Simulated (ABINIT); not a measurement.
# Quasiparticle gap of CsCaH3 (Pm-3m) in ABINIT, part 3 of 3

How does a plane-wave GW calculation on CsCaH3 (Pm-3m) run from the first input to the gap?

ABINIT 10.8.3; LDA and many-body steps on it, plane waves. Known limits of the many-body steps: not at the basis limit; no spin-orbit coupling; coarse k mesh.

So far. Step 4 (Empty states on the mesh, 2×2×2 mesh, 82 bands): On this mesh the gap is 2.810 eV. Step 5 (Screening, 2×2×2 mesh, 76 bands, screening to 106.1 eV): Local fields lower ε∞ by 11 %. On a Γ-centred mesh this coarse the value itself is usually too large, while a short band sum pulls it down.

## 6. Self-energy, 2×2×2 mesh, 76 bands, screening to 106.1 eV

The self-energy is evaluated for the states that the input lists, and the levels follow from it, in one-shot runs by the linearised quasiparticle equation.

This step: G0W0 on LDA, plane waves, norm-conserving pseudopotentials.

run.abi

```
acell 3*1.0 Angstrom
rprim 
  4.621186000000 0.000000000000 0.000000000000
  0.000000000000 4.621186000000 0.000000000000
  0.000000000000 0.000000000000 4.621186000000
ntypat 3
znucl 55 20 1
natom 5
typat 1 2 3 3 3
xred 
  0.000000000000 0.000000000000 0.000000000000
  0.500000000000 0.500000000000 0.500000000000
  0.500000000000 0.000000000000 0.500000000000
  0.000000000000 0.500000000000 0.500000000000
  0.500000000000 0.500000000000 0.000000000000
pp_dirpath "pseudos"
pseudos "Cs.upf, Ca.upf, H.upf"
ecut 31
ngkpt 2 2 2
nshiftk 1
shiftk 0 0 0
kptopt 1
chksymbreak 0
istwfk *1
occopt 1
irdwfk 1
optdriver 4
nband 76
gwcalctyp 0
ecutsigx 31
symsigma 1
nkptgw 2
kptgw 
  0.5000000000 0.5000000000 0.0000000000
  0.0000000000 0.0000000000 0.0000000000
bdgw 
  10 14
  10 14
ecuteps 3.9
irdscr 1
ppmodel 1
indata_prefix "in"
outdata_prefix "out"
tmpdata_prefix "tmp"
```

Command:

```
$ OMP_NUM_THREADS=1 mpirun -n 4 abinit run.abi > log
```

Numbers of over 12 decimals in the logs are rounded to 6 here.

Log:

```text
.Version 10.8.3 of ABINIT. v10.8.2 released Aug 2026.

 Symmetries : space group Pm -3 m (#221); Bravais cP (primitive cubic)
[... echo of the input left out ...]
== DATASET  1 ==================================================================
-   mpi_nproc: 4, omp_nthreads: 1 (-1 if OMP is not activated)

--- !DatasetInfo
iteration_state: {dtset: 1, }
dimensions: {natom: 5, nkpt: 4, mband: 76, nsppol: 1, nspinor: 1, nspden: 1, mpw: 5520, }
cutoff_energies: {ecut:  31.0, pawecutdg:  -1.0, }
electrons: {nelect:   2.20000000E+01, charge:   0.00000000E+00, occopt:   1.00000000E+00, tsmear:   1.00000000E-02, }

 SIGMA: Calculation of the GW corrections

 Based on a program developped by R.W. Godby, V. Olevano, G. Onida, and L. Reining.
 Incorporated in ABINIT by V. Olevano, G.-M. Rignanese, and M. Torrent.
.Using double precision arithmetic ; gwpc =  8

[... cell and pseudopotentials left out ...]
--------------------------------------------------------------------------------

 ==== K-mesh for the wavefunctions ====
 Number of points in the irreducible wedge :     4
[... list of points left out ...]
 Together with 48 symmetry operations and time-reversal symmetry
 yields     8 points in the full Brillouin Zone.

 ==== Q-mesh for screening function ====
 Number of points in the irreducible wedge :     4
[... list of points left out ...]
 Together with 48 symmetry operations and time-reversal symmetry
 yields     8 points in the full Brillouin Zone.

 vcoul_init : cutoff-mode = AUXILIARY_FUNCTION
 q-points for optical limit:   1
     1)      0.000010    0.000020    0.000030
 setmesh: FFT mesh size selected  =    45x   45x   45
          total number of points  =        91125

 Number of electrons calculated from density =   22.0000; Expected =   22.0000
 average of density, n =  0.033034
 r_s =    1.9334
 omega_plasma =   17.5323 [eV]

 === KS Band Gaps ===
  >>>> For spin  1
   Minimum direct gap =   2.8099 [eV], located at k-point      :   0.5000  0.5000  0.0000
   Fundamental gap    =   2.8099 [eV], Top of valence bands at :   0.5000  0.5000  0.0000
                                       Bottom of conduction at :   0.5000  0.5000  0.0000
 SIGMA fundamental parameters:
 PLASMON POLE MODEL  1
 number of plane-waves for SigmaX                 5449
 number of plane-waves for SigmaC and W            251
 number of plane-waves for wavefunctions          5449
 number of bands                                    76
 number of independent spin polarizations            1
 number of spinorial components                      1
 number of k-points in IBZ                           4
 number of q-points in IBZ                           4
 number of symmetry operations                      48
 number of k-points in BZ                            8
 number of q-points in BZ                            8
 number of frequencies for dSigma/dE                 9
 frequency step for dSigma/dE [eV]                0.25
 number of omega for Sigma on real axis              0
 max omega for Sigma on real axis  [eV]           0.00
 zcut for avoiding poles [eV]                     0.10

 EPSILON^-1 parameters (SCR file):
 dimension of the eps^-1 matrix on file            251
 dimension of the eps^-1 matrix used               251
 number of plane-waves for wavefunctions          5449
 number of bands                                    76
 number of q-points in IBZ                           4
 number of frequencies                               2
 number of real frequencies                          1
 number of imag frequencies                          1

 matrix elements of self-energy operator (all in [eV])

 Perturbative Calculation

--- !SelfEnergy_ee
iteration_state: {dtset: 1, }
kpoint     : [   0.500,    0.500,    0.000, ]
spin       : 1
KS_gap     :    2.810
QP_gap     :    5.084
Delta_QP_KS:    2.274
data: !SigmaeeData |
     Band     E0 <VxcDFT>   SigX SigC(E0)      Z dSigC/dE  Sig(E)    E-E0       E
       10   1.393 -10.765 -14.152   2.173   0.781  -0.281 -11.713  -0.947   0.446
       11   1.393 -10.765 -14.152   2.173   0.781  -0.281 -11.713  -0.947   0.446
       12   4.203  -8.802  -3.896  -3.288   0.820  -0.219  -7.475   1.327   5.530
       13   5.627 -10.663  -4.769  -3.634   0.809  -0.236  -8.834   1.829   7.456
       14   5.627 -10.663  -4.769  -3.634   0.809  -0.236  -8.834   1.829   7.456

--- !SelfEnergy_ee
iteration_state: {dtset: 1, }
kpoint     : [   0.000,    0.000,    0.000, ]
spin       : 1
KS_gap     :    6.031
QP_gap     :    9.139
Delta_QP_KS:    3.108
data: !SigmaeeData |
     Band     E0 <VxcDFT>   SigX SigC(E0)      Z dSigC/dE  Sig(E)    E-E0       E
       10   0.726 -10.488 -13.531   2.083   0.776  -0.288 -11.233  -0.745  -0.019
       11   0.726 -10.488 -13.531   2.083   0.776  -0.288 -11.233  -0.745  -0.019
       12   6.757 -12.781  -5.761  -4.052   0.796  -0.256 -10.418   2.363   9.120
       13   6.757 -12.781  -5.761  -4.052   0.796  -0.256 -10.418   2.363   9.120
       14   6.757 -12.781  -5.761  -4.052   0.796  -0.256 -10.418   2.363   9.120

== END DATASET(S) ==============================================================
================================================================================

 -outvars: echo values of variables after computation  --------
           etotal      0.0000000000E+00
            nband          76
             nkpt           4
          spgroup         221
 [... the other variables as echoed above ...]

 Calculation completed.
```

The job ended after 5.3 s (4 MPI ranks of Arm Neoverse V2, shared host; peak memory 0.63 GiB).

This step gave:

| Property | Result |
| --- | --- |
| G0W0 gap on the points computed | 5.084 eV |
| starting gap on the mesh | 2.810 eV |
| k of the valence top | 0.5, 0.5, 0 |
| k of the conduction bottom | 0.5, 0.5, 0 |
| Z at the valence top | 0.781 |
| Z at the conduction bottom | 0.82 |
| least direct G0W0 gap on the computed points | 5.084 eV |

The gap on the mesh goes from 2.81 eV to 5.08 eV, a correction of +2.27 eV.

Limits: finite bands, cutoff and mesh; no spin-orbit coupling; coarse k mesh. v1 is the top filled band, c1 the lowest empty one. The levels before and after the correction (eV, zero at the valence-band top of each column):

```csv
,conduction bottom,valence top
Kohn-Sham,2.81,0.00
G0W0,5.08,0.00
```

```csv
,level,energy (eV)
Kohn-Sham,(0.5 0.5 0) v2-v1,0.000
Kohn-Sham,(0.5 0.5 0) c1,2.810
Kohn-Sham,(0.5 0.5 0) c2-c3,4.233
G0W0,(0.5 0.5 0) v2-v1,0.000
G0W0,(0.5 0.5 0) c1,5.084
G0W0,(0.5 0.5 0) c2-c3,7.010
```

## 7. Where the time went

Times are wall times on 4 MPI ranks of Arm Neoverse V2, shared host, good to a factor of about two.

```csv
step,time,share,memory (GiB)
ground state,11 s,15 %,0.32
bands along the symmetry lines,29 s,40 %,0.34
empty states on the mesh,22 s,30 %,0.31
screening,6 s,8 %,0.61
self-energy,5.3 s,7 %,0.63
```

## 8. What came out

- LDA gap: 2.81 eV, direct
- G0W0 gap on the mesh: 5.08 eV
- GW settings: 2×2×2 mesh, 76 bands, screening to 106.1 eV, Godby-Needs plasmon pole
- known limits: not at the basis limit; no spin-orbit coupling; coarse k mesh

What this shows: G0W0 moves the gap on the mesh from 2.81 eV to 5.08 eV (+2.27 eV), with Z of 0.78 and 0.82 at the edges. Local fields lower the RPA ε∞ on this mesh from 4.89 to 4.34; a Γ-centred mesh this coarse tends to raise both, most where the direct gap is narrow, while a short band sum lowers them. Only 2 of the mesh's irreducible points were corrected, so a valley elsewhere could overtake. Bands and cutoff are finite, so the gap is not at the basis limit. The miss can reach some tenths of an eV and take either sign; the mesh is an error of its own. In the G0W0 run levels were corrected at 2 k points alone, so a gap called «on the mesh» is the least over those, and an edge elsewhere would be missed. The 2×2×2 mesh is coarse for this cell, which bears on the long-range parts of exchange and screening. This is the ideal cubic cell; many perovskites, halides above all, are cubic only on average, and local tilts or off-centring can widen the gap. The many-body steps are scalar-relativistic: spin-orbit coupling is not in them.

[Paths, hosts, dates, memory and timing lines, banners, echoed tables and standing remarks are left out of the program output.]

[Logs are printed without paths, hosts, clocks, repeated set-up lines and the standing remarks that a program may print on its own settings, such as how far it seeks lower states.]

[Runs of the session that timed out or met a known fault of the program may be left out.]

[Hosts, paths, dates, database ids (printed as entryN), source tags and the programs' standing remarks are cut or masked in the printed files.]

[G0W0 gaps are taken among the corrected bands and points alone; a level outside them can change the order at an edge.]

[Where Ansatz stands beside ABINIT at settings called matched, ABINIT's density can come from a denser mesh and the files from another edition; pairs whose starting gaps differed by over 0.03 eV were left out, so agreement reads better than it is.]
